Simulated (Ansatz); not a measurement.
# Rh (Fm-3m): phonon-mediated transition temperature

Aim: the phonon-mediated transition temperature of Rh (Fm-3m) at ambient pressure, over a range of μ*. The cell shown first is a relaxed one, from steps not shown here.

Calculated with Ansatz 0.2.0; DFT PBE, scalar-relativistic, plane waves, PseudoDojo norm-conserving pseudopotentials, in the first sound run; inputs show where later runs differ.

Report form: the programs' logs are mostly left out.

## Step 1: The cell after earlier relaxation steps

Symmetry: Fm-3m, No. 225, cubic system. Conventional cell: a = 3.831 Å, b = 3.831 Å, c = 3.831 Å, α = 90.00°, β = 90.00°, γ = 90.00°. Rh has 12 Rh at 2.71 Å nearest.

## Step 2: Coupling and resistivity: PseudoDojo files

The run that gives the couplings also evaluates McMillan's and Allen and Dynes's formulas and, where asked, the Eliashberg equations, over a range of μ*.

input.yaml

```yaml
crystal:
  lattice:
    - [0.0, 1.9156983963, 1.9156983963]
    - [1.9156983963, 0.0, 1.9156983963]
    - [1.9156983963, 1.9156983963, 0.0]
  atoms:
    - { symbol: Rh, position: [0.0, 0.0, 0.0] }
kpoints:
  mp_grid: { grid: [12, 12, 12] }
hamiltonian:
  xc: pbe
  pseudopotentials: { kind: nc, accuracy: standard }
scf:
  occupations: { method: methfessel_paxton, width: 0.2 }
output:
  eigenvalues: true
phonons:
  method: dfpt
  qmesh: [4, 4, 4]
  temperatures: { t_max: 1000, t_step: 50 }
  qpath:
    path:
      - [[0.0, 0.0, 0.0], [0.5, 0.0, 0.5], [0.625, 0.25, 0.625]]
      - [[0.375, 0.375, 0.75], [0.0, 0.0, 0.0], [0.5, 0.5, 0.5], [0.5, 0.25, 0.75], [0.5, 0.0, 0.5]]
    npoints: 6
  electrical_resistivity:
    mesh: [20, 20, 20]
    temperatures: [20.0, 50.0, 80.0, 100.0, 150.0, 200.0, 273.0, 300.0, 400.0, 500.0, 600.0, 800.0]
  superconductivity: { mesh: [20, 20, 20], eliashberg_equations: false }
```

Launch:

```sh
$ ansatz run input.yaml --threads 16 --pin off --max-ram 92160MiB --backend cuda --events-out ev --progress --plain --runs-dir out --max-vram 78GiB
```

Wall time 35 s (1 × NVIDIA GB200 with 16 threads of Arm Neoverse V2, shared host); peak memory 2.7 GiB.

Numbers from this step:

```yaml
volume_per_atom: 14.06 Å³/atom
metallic_on_mesh: yes
gap_on_the_k_mesh: 0 eV
zero_point_energy: 0.03177 eV/cell
share_of_imaginary_modes_in_the_plain_interpolation_between_solved_wavevectors: 0
highest_frequency_solved_or_plainly_interpolated: 236.9 cm⁻¹
debye_temperature_second_moment: 326 K
resistivity_at_300_k: 5.047 μΩ cm
coupling_constant_lambda: 0.3804
density_of_states_at_the_fermi_level: 0.6675 states/eV a spin and cell
log_mean_phonon_energy_omega_log: 20.88 meV
transport_coupling_constant_lambda_tr: 0.4199, 0.4199, 0.4199 (xx, yy, zz)
drude_plasma_energy: 9.527, 9.527, 9.527 eV (xx, yy, zz)
resistivity_times_mean_free_path: 3.454, 3.454, 3.454 × 10⁻¹⁶ Ω m² (xx, yy, zz)
second_moment_phonon_energy_omega: 21.62 meV
coupling_lambda_by_branch: 0.142, 0.136, 0.102 (branches by rank of frequency)
```

Transition temperatures:

```csv
μ*,McMillan Tc (K),Allen–Dynes Tc (K)
0.08,1.23,1.25
0.1,0.755,0.764
0.12,0.416,0.421
0.13,0.294,0.297
0.14,0.199,0.201
0.16,0.0781,0.0789
0.2,0.00423,0.00427
```

## Step 3: Electron–phonon run: finite displacements

Finite displacements in a supercell are the other road to force constants and couplings; here with the base functional.

This step: DFT PBE, scalar-relativistic, plane waves, PAW; PAW set soft_1 (Ansatz 0.2.0).

input.yaml, as its differences from that of step 2:

```diff
@@ -2,5 +2,5 @@
   lattice:
-    - [0.0, 1.9156983963, 1.9156983963]
-    - [1.9156983963, 0.0, 1.9156983963]
-    - [1.9156983963, 1.9156983963, 0.0]
+    - [0.0, 1.9152441178, 1.9152441178]
+    - [1.9152441178, 0.0, 1.9152441178]
+    - [1.9152441178, 1.9152441178, 0.0]
   atoms:
@@ -11,3 +11,3 @@
   xc: pbe
-  pseudopotentials: { kind: nc, accuracy: standard }
+  pseudopotentials: { kind: paw, azcp: { folder: soft_1 } }
 scf:
@@ -17,4 +17,4 @@
 phonons:
-  method: dfpt
-  qmesh: [4, 4, 4]
+  method: fd
+  supercell: [4, 4, 4]
   temperatures: { t_max: 1000, t_step: 50 }
```

It took 36 s on 1 × NVIDIA GB200 with 16 threads; peak memory 2.6 GiB; 6.3 min of CPU time.

This step gave:

```yaml
volume_per_atom: 14.05 Å³/atom
zero_point_energy: 0.03169 eV/cell
highest_frequency_solved_or_plainly_interpolated: 236.1 cm⁻¹
debye_temperature_second_moment: 325 K
resistivity_at_300_k: 5.02 μΩ cm
coupling_constant_lambda: 0.3844
density_of_states_at_the_fermi_level: 0.6678 states/eV a spin and cell
log_mean_phonon_energy_omega_log: 20.82 meV
transport_coupling_constant_lambda_tr: 0.424, 0.424, 0.424 (xx, yy, zz)
drude_plasma_energy: 9.602, 9.602, 9.602 eV (xx, yy, zz)
resistivity_times_mean_free_path: 3.425, 3.425, 3.425 × 10⁻¹⁶ Ω m² (xx, yy, zz)
second_moment_phonon_energy_omega: 21.55 meV
coupling_lambda_by_branch: 0.144, 0.137, 0.103 (branches by rank of frequency)
```

Transition temperatures:

```csv
μ*,McMillan Tc (K),Allen–Dynes Tc (K)
0.08,1.3,1.32
0.1,0.803,0.813
0.12,0.449,0.455
0.13,0.32,0.324
0.14,0.22,0.222
0.16,0.0886,0.0896
0.2,0.0054,0.00545
```

## Step 4: Coupling and resistivity: r2SCAN at its own relaxed cell

The functional sets the lattice constant, the bands and the force constants.

This step: DFT r2SCAN, scalar-relativistic, plane waves, PAW; PAW set soft_1 (Ansatz 0.2.0).

input.yaml, as its differences from that of step 3:

```diff
@@ -2,5 +2,5 @@
   lattice:
-    - [0.0, 1.9152441178, 1.9152441178]
-    - [1.9152441178, 0.0, 1.9152441178]
-    - [1.9152441178, 1.9152441178, 0.0]
+    - [0.0, 1.8999322971, 1.8999322971]
+    - [1.8999322971, 0.0, 1.8999322971]
+    - [1.8999322971, 1.8999322971, 0.0]
   atoms:
@@ -10,3 +10,3 @@
 hamiltonian:
-  xc: pbe
+  xc: r2scan
   pseudopotentials: { kind: paw, azcp: { folder: soft_1 } }
@@ -17,4 +17,4 @@
 phonons:
-  method: fd
-  supercell: [4, 4, 4]
+  method: dfpt
+  qmesh: [4, 4, 4]
   temperatures: { t_max: 1000, t_step: 50 }
```

Elapsed: 1.7 min, on 1 × NVIDIA GB200 with 16 threads; peak memory 3 GiB.

Numbers from this step:

```yaml
volume_per_atom: 13.72 Å³/atom
zero_point_energy: 0.03252 eV/cell
highest_frequency_solved_or_plainly_interpolated: 244.6 cm⁻¹
debye_temperature_second_moment: 334 K
resistivity_at_300_k: 4.962 μΩ cm
coupling_constant_lambda: 0.4029
density_of_states_at_the_fermi_level: 0.6088 states/eV a spin and cell
log_mean_phonon_energy_omega_log: 21.36 meV
transport_coupling_constant_lambda_tr: 0.4468, 0.4468, 0.4468 (xx, yy, zz)
drude_plasma_energy: 9.918, 9.918, 9.918 eV (xx, yy, zz)
resistivity_times_mean_free_path: 3.431, 3.431, 3.431 × 10⁻¹⁶ Ω m² (xx, yy, zz)
second_moment_phonon_energy_omega: 22.12 meV
coupling_lambda_by_branch: 0.155, 0.143, 0.104 (branches by rank of frequency)
```

Transition temperatures:

```csv
μ*,McMillan Tc (K),Allen–Dynes Tc (K)
0.08,1.67,1.7
0.1,1.08,1.1
0.12,0.645,0.653
0.13,0.478,0.484
0.14,0.343,0.347
0.16,0.156,0.157
0.2,0.0149,0.015
```

The Eliashberg function α²F has structure finer than the step of the table below, so its rows give means over 1 meV, whole bins alone (the curve runs from 0.118 to 30.0 meV). Peaks (meV: height): α²F 22.2: 0.657, 27.9: 0.533; α²F tr 22.0: 0.731, 27.9: 0.574.

Eliashberg function α²F against phonon energy; means over each step:

```csv
phonon energy (meV),α²F,α²F tr
2,0,0
3,7.2e-5,4.6e-6
4,2.2e-4,9.3e-5
5,4.2e-4,1.6e-4
6,7.8e-4,3.3e-4
7,0.00123,5.8e-4
8,0.00169,9.8e-4
9,0.00248,0.00171
10,0.00427,0.00351
11,0.00778,0.00721
12,0.0147,0.0150
13,0.0237,0.0254
14,0.0363,0.0400
15,0.0530,0.0597
16,0.0793,0.0918
17,0.132,0.155
18,0.223,0.257
19,0.287,0.331
20,0.427,0.496
21,0.515,0.592
22,0.621,0.690
23,0.408,0.411
24,0.214,0.212
25,0.177,0.210
26,0.242,0.281
27,0.322,0.356
28,0.441,0.470
29,0.130,0.126
```

## Step 5: Summary of results

```json
{
 "meshes": "q 4×4×4, k 12×12×12, scattering 20×20×20",
 "coupling constant λ": "0.403",
 "log mean phonon energy ħω_log": "21.4 meV",
 "Allen–Dynes Tc at μ* = 0.1": "1.1 K",
 "Allen–Dynes Tc at μ* = 0.13": "0.484 K"
}
```

**Reading.** In the last run (r2SCAN, q 4×4×4, k 12×12×12, scattering 20×20×20), with λ = 0.40 and ħω_log = 21.4 meV, Tc at μ* = 0.13 is 0.48 K by McMillan's formula and 0.48 K by Allen and Dynes's. Measured: transition temperature: 0.000325 K (bulk, normal pressure; compiled value; quoted in “List of superconductors”, 2026, Wikipedia's table of superconducting elements, as read in December). At μ* = 0.13 the calculation gives 0.48 K, far above it. These runs do not show the cause; candidates are the relaxed cell, a larger μ*, spin fluctuations and the meshes. Raising μ* from 0.10 to 0.16 lowers the Allen–Dynes value from 1.1 to 0.16 K. By the run's own test λ is not converged in the fine mesh: it moves by 9 % between the two finest. The run's transport test calls it not converged in the mesh; ρ(300 K) moves by 16 % in the component that moves most. Over the runs, λ takes the values 0.380, 0.384 and 0.403, in the order shown. μ* is a typed number, phonons are harmonic, and spin fluctuations are left out; at μ* = 0.13 McMillan's formula turns 1 % in λ into about 7.6 % in Tc.

[Logs are printed without paths, hosts, clocks, repeated set-up lines and the standing remarks that a program may print on its own settings, such as how far it seeks lower states.]

[Hosts, paths, dates, database ids (printed as entryN), source tags and the programs' standing remarks are cut or masked in the printed files.]
